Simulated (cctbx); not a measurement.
**TbSiHg with cctbx, script by script**

Library: cctbx 2025.11. The data are simulated by the first script.

## 1. Simulate the data

run.py:

```python
from cctbx import adptbx, crystal, miller, sgtbx, xray
from cctbx.array_family import flex
from iotbx.shelx import hklf
from scitbx import matrix
import scitbx.random

cs = crystal.symmetry(unit_cell=(4.441, 4.441, 16.024, 90, 90, 120), space_group_symbol='Hall: -P 6c 2c')  # P6_3/mmc
atoms = [  # label, site, U (iso, or U11 U22 U33 U12 U13 U23 in A^2), occupancy
    ("Hg1", (2/3, 1/3, 0.8383), (0.0184, 0.0184, 0.0134, 0.0092, 0.0000, 0.0000), 1),
    ("Tb1", (0, 0, 0), (0.0218, 0.0218, 0.0170, 0.0109, 0.0000, 0.0000), 1),
    ("Tb2", (0, 0, 0.25), (0.0194, 0.0194, 0.0119, 0.0097, 0.0000, 0.0000), 1),
    ("Si1", (2/3, 1/3, 0.3904), (0.0549, 0.0549, 0.0260, 0.0275, 0.0000, 0.0000), 1),
]
xs = xray.structure(crystal_symmetry=cs)
for label, site, u, occ in atoms:
    u = adptbx.u_cif_as_u_star(cs.unit_cell(), u) if isinstance(u, tuple) else u
    xs.add_scatterer(xray.scatterer(label, site=site, u=u, occupancy=occ))
xs.set_inelastic_form_factors(1.3414, "sasaki")
xs.show_summary()
p1 = xs.expand_to_p1()
ms = miller.build_set(p1, anomalous_flag=True, d_min=0.83)
flex.set_random_seed(462166)
scitbx.random.set_random_seed(462166)
ms = ms.select(flex.random_double(ms.size()) < 0.8)
i = ms.structure_factors_from_scatterers(p1, algorithm="direct").f_calc().as_intensity_array().data()
i = i / flex.sqrt(1 + 0.1 * i / flex.max(i))  # extinction
i = i * 20000 / flex.max(i)
sig = flex.sqrt(i + flex.pow2(0.02 * i) + 2 ** 2)
noise = scitbx.random.variate(scitbx.random.normal_distribution())(i.size())
data = ms.array(data=i + sig * noise, sigmas=sig).set_observation_type_xray_intensity()
with open("data.hkl", "w") as f:
    data.export_as_shelx_hklf(f)
print("reflections written:", data.size(), " <I/sigma> = %.1f" % flex.mean(data.data() / data.sigmas()))
for h, a, b in list(data.sort("data"))[:12]:
    print("%4d%4d%4d %9.1f %7.1f" % (h + (a, b)))
```

```console
$ python run.py
```

```text
Number of scatterers: 4
At special positions: 4
Unit cell: (4.441, 4.441, 16.024, 90, 90, 120)
Space group: P 63/m m c (No. 194)
reflections written: 1599  <I/sigma> = 17.5
  -2   1   0   20675.6   424.3
   1   1   0   20494.8   424.3
  -1  -1   0   20197.5   424.3
   2  -1   0   20109.6   424.3
  -1   2   0   19926.3   424.3
   1   0  -4    9583.9   205.2
  -3   3   0    9510.9   208.2
   3  -3   0    9449.2   208.2
   0   1  -4    9363.6   205.2
   3   0   0    9335.8   208.2
   0   3   0    9331.7   208.2
   0  -3   0    9222.1   208.2
```

It took 0.22 s on 1 thread of Arm Neoverse V2, with other jobs on the host, peak memory 0.07 GiB.

## 2. Symmetry

run.py:

```python
from cctbx import crystal, sgtbx, statistics
from cctbx.array_family import flex
from iotbx.shelx import hklf

p1 = crystal.symmetry(unit_cell=(4.441, 4.441, 16.024, 90, 90, 120), space_group_symbol="P 1")
raw = hklf.reader(file_name="data.hkl").as_miller_arrays(crystal_symmetry=p1, anomalous=True)[0]
print(raw.size(), "reflections to d = %.3f A" % raw.d_min())
isig = raw.data() / raw.sigmas()
print("centring   violations  <I/sigma> of those")
best = "P"
for c in "ABCIRF":
    a = raw.customized_copy(space_group_info=sgtbx.space_group_info("Hall: %s 1" % c)).sys_absent_flags().data()
    m = flex.mean(isig.select(a))
    print("%5s %10d of %5d %8.1f" % (c, (isig.select(a) > 4).count(True), a.count(True), m))
    if (isig.select(a) > 4).count(True) < 0.01 * a.count(True):
        best = c
raw = raw.select(~raw.customized_copy(space_group_info=sgtbx.space_group_info("Hall: %s 1" % best)).sys_absent_flags().data())
isig = raw.data() / raw.sigmas()
rows = []
for s in sgtbx.space_group_symbol_iterator():
    g = sgtbx.space_group(s)
    if g.conventional_centring_type_symbol() != best or not g.is_compatible_unit_cell(p1.unit_cell(), 1e-3, 0.02):
        continue
    rows.append((s, g))
print("Laue class    unique    Rint  (classes that these axes allow; Friedel mates merged)")
rint = {}
for s, g in rows:
    laue = g.build_derived_patterson_group()
    key = laue.type().hall_symbol()
    if key not in rint:
        m = raw.customized_copy(space_group_info=laue.info(), anomalous_flag=False).merge_equivalents()
        rint[key] = m.r_int()
        print("%-14s %6d %7.3f" % (laue.type().lookup_symbol(), m.array().size(), m.r_int()))
floor = min(rint.values())
good = [(s, g) for s, g in rows if rint[g.build_derived_patterson_group().type().hall_symbol()] < 2 * floor + 0.03]
top = max(g.build_derived_patterson_group().order_z() for s, g in good)
print("space group    extra absences  I>4sigma  <I/sigma>")
for s, g in good:
    laue = g.build_derived_patterson_group()
    if laue.order_z() != top:
        continue
    a = raw.customized_copy(space_group_info=g.info()).sys_absent_flags().data()
    a &= ~raw.customized_copy(space_group_info=laue.info()).sys_absent_flags().data()
    bad = (isig.select(a) > 4).count(True)
    if bad <= 0.03 * a.count(True):
        print("%-16s %8d %10d %9s  %s" % (s.universal_hermann_mauguin(), a.count(True), bad, "%.1f" % flex.mean(isig.select(a)) if a.count(True) else "-", "centric" if g.is_centric() else "acentric"))
laue = max(good, key=lambda t: t[1].build_derived_patterson_group().order_z())[1].build_derived_patterson_group()
f = raw.customized_copy(space_group_info=laue.info(), anomalous_flag=False).merge_equivalents().array().eliminate_sys_absent().f_sq_as_f()
f.set_observation_type_xray_amplitude()
bins = max(3, min(8, f.size() // 12))
f.setup_binner(n_bins=bins)
w = statistics.wilson_plot(f, {e: n / laue.order_z() for e, n in {'Hg': 4.0, 'Tb': 4.0, 'Si': 4.0}.items()}, e_statistics=True)
print("Wilson B = %.2f A^2   <|E^2-1|> = %.3f (0.968 centric, 0.736 acentric)   E^2>4: %.1f %%" % (w.wilson_b, w.mean_e_sq_minus_1, w.percent_e_sq_gt_2))
print("shell (A)         n   <I/sigma>")
m = raw.customized_copy(space_group_info=laue.info(), anomalous_flag=False).merge_equivalents().array().eliminate_sys_absent()
for b in m.setup_binner(n_bins=bins).range_used():
    sel = m.binner().selection(b)
    print("%5.2f - %4.2f %6d %8.1f" % (min(m.binner().bin_d_range(b)[0] if m.binner().bin_d_range(b)[0] > 0 else 99, 99), m.binner().bin_d_range(b)[1], sel.count(True), flex.mean((m.data() / m.sigmas()).select(sel))))
```

```console
$ python run.py
```

```text
1599 reflections to d = 0.833 A
centring   violations  <I/sigma> of those
    A        614 of   806     16.9
    B        605 of   789     16.9
    C        619 of   797     17.5
    I        633 of   822     17.1
    R        809 of  1079     14.9
    F        919 of  1196     17.1
Laue class    unique    Rint  (classes that these axes allow; Friedel mates merged)
P -1              963   0.017
P 1 1 2/m         528   0.020
P -3              347   0.022
P -3 1 m          215   0.023
P -3 m 1          244   0.022
P 6/m             190   0.023
P 6/m m m         151   0.023
space group    extra absences  I>4sigma  <I/sigma>
P 6 2 2                 0          0         -  acentric
P 63 2 2               17          0       0.4  acentric
P 6 m m                 0          0         -  acentric
P 63 m c              156          0       0.1  acentric
P -6 m 2                0          0         -  acentric
P -6 2 m                0          0         -  acentric
P -6 2 c              156          0       0.1  acentric
P 6/m m m               0          0         -  centric
P 63/m m c            156          0       0.1  centric
Wilson B = 1.41 A^2   <|E^2-1|> = 0.779 (0.968 centric, 0.736 acentric)   E^2>4: 0.0 %
shell (A)         n   <I/sigma>
16.03 - 1.67     30     47.8
 1.67 - 1.32     19     68.2
 1.32 - 1.16     18     57.3
 1.16 - 1.05     18     39.6
 1.05 - 0.97     16     51.8
 0.97 - 0.92     17     53.2
 0.92 - 0.87     15     42.9
 0.87 - 0.83     18     51.7
```

Time: 0.29 s.

## 3. Charge flipping

run.py:

```python
import itertools
from cctbx import crystal, maptbx
from cctbx.array_family import flex
from iotbx.shelx import hklf
from smtbx.ab_initio import charge_flipping as cf

cs = crystal.symmetry(unit_cell=(4.441, 4.441, 16.024, 90, 90, 120), space_group_symbol='Hall: -P 6c 2c')  # P6_3/mmc
raw = hklf.reader(file_name="data.hkl").as_miller_arrays(crystal_symmetry=cs, anomalous=True)[0]
merged = raw.eliminate_sys_absent().merge_equivalents()
fo2 = merged.array().set_observation_type_xray_intensity()
f = fo2.average_bijvoet_mates().f_sq_as_f().resolution_filter(d_min=1.8)
p1 = f.expand_to_p1()
p1.setup_binner_counting_sorted(reflections_per_bin=max(40, p1.size() // 12))
work = p1.array(data=p1.data() / p1.amplitude_quasi_normalisations().data())
flex.set_random_seed(83370)
it = cf.weak_reflection_improved_iterator(delta=None, weak_reflection_fraction=0.2)
it.start(work, phases=flex.random_double(p1.size()) * 6.2832, f_000=0)
it.delta = 1.2 * it.rho_map.sigma()
print("cycle      R  skewness")
for n, st in enumerate(itertools.islice(it, 300)):
    if n % 25 == 0:
        print("%5d %6.3f %8.2f" % (n, st.r1_factor(), st.rho_map.skewness()))
rho = p1.phase_transfer(it.f_calc).fft_map().apply_volume_scaling()
polish = cf.low_density_elimination_iterator(constant_rho_c=rho.sigma())
polish.start(f_obs=p1, phases=it.f_calc, f_000=0)
for _ in range(8):
    next(polish)
print("origin shift          correlation  skewness")
maps = []
for fc, shift, cc in itertools.islice(cf.f_calc_symmetrisations(f, polish.f_calc, 0), 4):
    m = f.phase_transfer(fc).fft_map(symmetry_flags=maptbx.use_space_group_symmetry, resolution_factor=0.25).apply_sigma_scaling()
    maps.append((m.skewness(), cc, m))
    print("%6.3f %6.3f %6.3f %10.3f %9.2f" % (tuple(shift) + (cc, m.skewness())))
skew, cc, m = max((t for t in maps if t[1] > maps[0][1] - 0.04), key=lambda t: t[0])
print("taken: symmetry correlation %.3f, skewness %.2f" % (cc, skew))
peaks = m.peak_search(parameters=maptbx.peak_search_parameters(min_distance_sym_equiv=0.9, max_clusters=9)).all()
sps = cs.special_position_settings(min_distance_sym_equiv=0.5)
print("peak      x       y       z  mult  height/sigma")
for k, (x, h) in enumerate(zip(peaks.sites(), peaks.heights())):
    ss = sps.site_symmetry(x)
    print("Q%-3d %7.4f %7.4f %7.4f %4d %8.1f" % ((k + 1,) + tuple(t % 1 for t in ss.exact_site()) + (ss.multiplicity(), h)))
```

```console
$ python run.py
```

```text
cycle      R  skewness
    0  0.536     0.42
   25  0.411     0.93
   50  0.535     0.88
   75  0.567     0.94
  100  0.560     0.69
  125  0.508     0.74
  150  0.559     0.71
  175  0.556     1.01
  200  0.568     0.81
  225  0.488     0.78
  250  0.546     1.06
  275  0.456     1.02
origin shift          correlation  skewness
 0.919  0.261  0.259      0.984      1.42
 0.219 -0.124  0.033      0.956      1.44
 0.282 -0.004  0.180      0.970      1.94
 0.757  0.214  0.058      0.985      2.20
taken: symmetry correlation 0.985, skewness 2.20
peak      x       y       z  mult  height/sigma
Q1    0.3333  0.6667  0.7500    2      7.3
Q2    0.0000  0.0000  0.1365    4      3.5
Q3    0.3333  0.6667  0.5877    4      2.3
Q4    0.3333  0.6667  0.1915    4      0.9
```

Time: 0.33 s.

This run holds a fault made on purpose: resolution cut far too low for atomic peaks.

## 4. Charge flipping

run.py, as its changes from the last script of this kind:

```diff
@@ -11 +11 @@
-f = fo2.average_bijvoet_mates().f_sq_as_f().resolution_filter(d_min=1.8)
+f = fo2.average_bijvoet_mates().f_sq_as_f().resolution_filter(d_min=0.83)
```

```console
$ python run.py
```

```text
cycle      R  skewness
    0  0.571     0.21
   25  0.429     3.28
   50  0.430     3.07
   75  0.396     2.96
  100  0.429     3.27
  125  0.424     3.12
  150  0.407     3.10
  175  0.426     3.36
  200  0.416     3.07
  225  0.417     3.24
  250  0.420     3.20
  275  0.439     3.27
origin shift          correlation  skewness
 0.792  0.804  0.069      0.927      6.53
 0.794  0.800  0.315      0.920      4.01
 0.805  0.807  0.041      0.883      2.98
 0.455 -0.007  0.241      0.848      0.85
taken: symmetry correlation 0.927, skewness 6.53
peak      x       y       z  mult  height/sigma
Q1    0.3333  0.6667  0.6623    4     15.8
Q2    0.0000  0.0000  0.2500    2     12.2
Q3    0.0000  0.0000  0.0000    2      9.8
Q4    0.3333  0.6667  0.1212    4      2.4
Q5    0.0000  0.0000  0.1529    4      1.5
Q6    0.3333  0.6667  0.0031    4      1.4
Q7    0.3333  0.6667  0.5743    4      1.4
Q8    0.0000  0.0000  0.0890    4      1.3
Q9    0.2292  0.4585  0.7068   12      1.2
```

Time: 0.59 s.

## 5. Refinement (model from the peaks)

run.py:

```python
import math
from cctbx import adptbx, crystal, maptbx, sgtbx, xray
from cctbx.array_family import flex
from cctbx.xray import observations
from iotbx.shelx import hklf
from scitbx.lstbx import normal_eqns_solving
from smtbx import absolute_structure, utils
from smtbx.refinement import constraints, least_squares

cs = crystal.symmetry(unit_cell=(4.441, 4.441, 16.024, 90, 90, 120), space_group_symbol='Hall: -P 6c 2c')  # P6_3/mmc
atoms = [  # label, site, U (iso, or U11 U22 U33 U12 U13 U23 in A^2), occupancy
    ("Hg1", (0.3333, 0.6667, 0.6623), 0.0200, 1),
    ("Tb1", (0, 0, 0.25), 0.0200, 1),
    ("Tb2", (0, 0, 0), 0.0200, 1),
    ("Si1", (0.3333, 0.6667, 0.1212), 0.0200, 1),
]
xs = xray.structure(crystal_symmetry=cs)
for label, site, u, occ in atoms:
    u = adptbx.u_cif_as_u_star(cs.unit_cell(), u) if isinstance(u, tuple) else u
    xs.add_scatterer(xray.scatterer(label, site=site, u=u, occupancy=occ))
xs.set_inelastic_form_factors(1.3414, "sasaki")
raw = hklf.reader(file_name="data.hkl").as_miller_arrays(crystal_symmetry=cs, anomalous=True)[0]
merged = raw.eliminate_sys_absent().merge_equivalents()
fo2 = merged.array().set_observation_type_xray_intensity()
print("Rint %.3f, %d unique reflections to %.2f A" % (merged.r_int(), fo2.size(), fo2.d_min()))
for sc in xs.scatterers():
    sc.flags.set_grad_site(True)
    sc.flags.set_grad_u_aniso(sc.flags.use_u_aniso())
    sc.flags.set_grad_u_iso(sc.flags.use_u_iso())
obs = fo2.as_xray_observations()
extra = {}
rep = constraints.reparametrisation(xs, [], utils.connectivity_table(xs), **extra)
ls = least_squares.crystallographic_ls(obs, rep, weighting_scheme=least_squares.mainstream_shelx_weighting(a=0, b=0))
print("cycle     R1     wR2    GooF  max shift (A)")
for cycle in range(6):
    ls.build_up()
    r1, wr2, goof = ls.r1_factor(cutoff_factor=2)[0], ls.wR2(), ls.goof()
    old = xs.sites_cart()
    normal_eqns_solving.levenberg_marquardt_iterations(ls, n_max_iterations=3, tau=0.0001, step_threshold=1e-7)
    big = flex.max((xs.sites_cart() - old).norms())
    print("%4d %7.4f %7.4f %7.3f %9.5f" % (cycle + 1, r1, wr2, goof, big))
    ls.build_up(objective_only=True)
    if abs(ls.wR2() - wr2) < 5e-5 and big < 5e-4:
        break
ls.build_up()
print("final R1 %.4f wR2 %.4f GooF %.3f  parameters %d  data/parameter %.1f" % (ls.r1_factor(cutoff_factor=2)[0], ls.wR2(), ls.goof(), ls.n_parameters, fo2.size() / ls.n_parameters))
cov = ls.covariance_matrix_and_annotations()
su = dict(zip(cov.annotations, (math.sqrt(max(v, 0)) for v in cov.matrix.matrix_packed_u_diagonal())))
a2 = cs.unit_cell().reciprocal_parameters()[0] ** -2
print("atom        x        y        z      Ueq    occ   su(xyz)  su(Uiso or U11)")
for sc in xs.scatterers():
    s = max(su.get(sc.label + k, 0) for k in (".x", ".y", ".z"))
    npd = "" if sc.is_positive_definite_u(cs.unit_cell()) else "  NPD"
    print("%-5s %8.5f %8.5f %8.5f %8.4f %6.3f %8.5f %7.4f%s" % ((sc.label,) + sc.site + (sc.u_iso_or_equiv(cs.unit_cell()), sc.occupancy, s, su.get(sc.label + ".uiso", su.get(sc.label + ".u11", 0) * a2), npd)))
fo = fo2.f_sq_as_f()
fc = fo.structure_factors_from_scatterers(xs, algorithm="direct").f_calc()
diff = fo.f_obs_minus_f_calc(1 / math.sqrt(ls.scale_factor()), fc).average_bijvoet_mates()
m = diff.fft_map(symmetry_flags=maptbx.use_space_group_symmetry, resolution_factor=0.25).apply_volume_scaling()
print("difference map: max %.2f min %.2f rms %.2f" % (m.statistics().max(), m.statistics().min(), m.statistics().sigma()))
peaks = m.peak_search(parameters=maptbx.peak_search_parameters(min_distance_sym_equiv=0.6, max_clusters=5)).all()
near = xs.closest_distances(peaks.sites(), distance_cutoff=4)
sps = cs.special_position_settings(min_distance_sym_equiv=0.5)
for k, (x, h) in enumerate(zip(peaks.sites(), peaks.heights())):
    ss = sps.site_symmetry(x)
    print("Q%-3d %7.4f %7.4f %7.4f %4d %7.2f  %.2f A from %s" % ((k + 1,) + tuple(t % 1 for t in ss.exact_site()) + (ss.multiplicity(), h, near.smallest_distances[k], xs.scatterers()[near.i_seqs[k]].label)))
```

```console
$ python run.py
```

```text
Rint 0.023, 126 unique reflections to 0.83 A
cycle     R1     wR2    GooF  max shift (A)
   1  0.0684  0.1540  11.716   0.16731
   2  0.0250  0.0564   4.294   0.00024
final R1 0.0250 wR2 0.0564 GooF 4.294  parameters 6  data/parameter 21.0
atom        x        y        z      Ueq    occ   su(xyz)  su(Uiso or U11)
Hg1    0.33333  0.66667  0.66163   0.0169  1.000  0.00006  0.0004
Tb1    0.00000  0.00000  0.25000   0.0174  1.000  0.00000  0.0004
Tb2    0.00000  0.00000  0.00000   0.0204  1.000  0.00000  0.0005
Si1    0.33333  0.66667  0.11074   0.0408  1.000  0.00063  0.0023
difference map: max 2.10 min -4.98 rms 0.43
Q1    0.0654  0.1307  0.7500    6    2.12  0.50 A from Tb1
Q2    0.2652  0.5305  0.6617   12    1.88  0.52 A from Hg1
Q3    0.2510  0.5020  0.1056   12    1.11  0.64 A from Si1
Q4    0.1650  0.5825  0.1092   12    0.97  0.65 A from Si1
Q5    0.0000  0.0000  0.0000    2    0.89  0.00 A from Tb2
```

Time: 0.44 s.

Figures of merit this high mean that the model is still wrong or incomplete.

## 6. Refinement (anisotropic displacement)

run.py, as its changes from the last script of this kind:

```diff
@@ -12,4 +12,4 @@
-    ("Hg1", (0.3333, 0.6667, 0.6623), 0.0200, 1),
-    ("Tb1", (0, 0, 0.25), 0.0200, 1),
-    ("Tb2", (0, 0, 0), 0.0200, 1),
-    ("Si1", (0.3333, 0.6667, 0.1212), 0.0200, 1),
+    ("Hg1", (1/3, 2/3, 0.66163), 0.0169, 1),
+    ("Tb1", (0, 0, 0.25), 0.0174, 1),
+    ("Tb2", (0, 0, 0), 0.0204, 1),
+    ("Si1", (1/3, 2/3, 0.11074), 0.0408, 1),
@@ -21,0 +22 @@
+xs.convert_to_anisotropic()
@@ -35 +36 @@
-for cycle in range(6):
+for cycle in range(8):
@@ -39 +40 @@
-    normal_eqns_solving.levenberg_marquardt_iterations(ls, n_max_iterations=3, tau=0.0001, step_threshold=1e-7)
+    normal_eqns_solving.levenberg_marquardt_iterations(ls, n_max_iterations=3, tau=1e-06, step_threshold=1e-7)
@@ -60 +61 @@
-peaks = m.peak_search(parameters=maptbx.peak_search_parameters(min_distance_sym_equiv=0.6, max_clusters=5)).all()
+peaks = m.peak_search(parameters=maptbx.peak_search_parameters(min_distance_sym_equiv=0.6, max_clusters=6)).all()
```

```console
$ python run.py
```

```text
Rint 0.023, 126 unique reflections to 0.83 A
cycle     R1     wR2    GooF  max shift (A)
   1  0.0250  0.0564   4.368   0.01425
   2  0.0061  0.0128   0.989   0.00000
final R1 0.0061 wR2 0.0128 GooF 0.989  parameters 10  data/parameter 12.6
atom        x        y        z      Ueq    occ   su(xyz)  su(Uiso or U11)
Hg1    0.33333  0.66667  0.66169   0.0165  1.000  0.00001  0.0001
Tb1    0.00000  0.00000  0.25000   0.0168  1.000  0.00000  0.0001
Tb2    0.00000  0.00000  0.00000   0.0200  1.000  0.00000  0.0001
Si1    0.33333  0.66667  0.10985   0.0451  1.000  0.00014  0.0010
difference map: max 0.32 min -0.70 rms 0.10
Q1    0.0000  0.3430  0.0000   12    0.32  1.52 A from Tb2
Q2    0.0105  0.5052  0.2500    6    0.26  1.94 A from Hg1
Q3    0.3333  0.6667  0.2500    2    0.25  2.25 A from Si1
Q4    0.0052  0.3382  0.5764   24    0.24  1.59 A from Si1
Q5    0.1685  0.3371  0.0508   12    0.23  1.53 A from Tb2
Q6    0.0426  0.5213  0.1070   12    0.22  1.12 A from Si1
```

Run time: 0.4 s on 1 thread of Arm Neoverse V2, on a shared host, peak memory 0.09 GiB.

[Logs are printed without paths, hosts, clocks, repeated set-up lines and the standing remarks that a program may print on its own settings, such as how far it seeks lower states.]
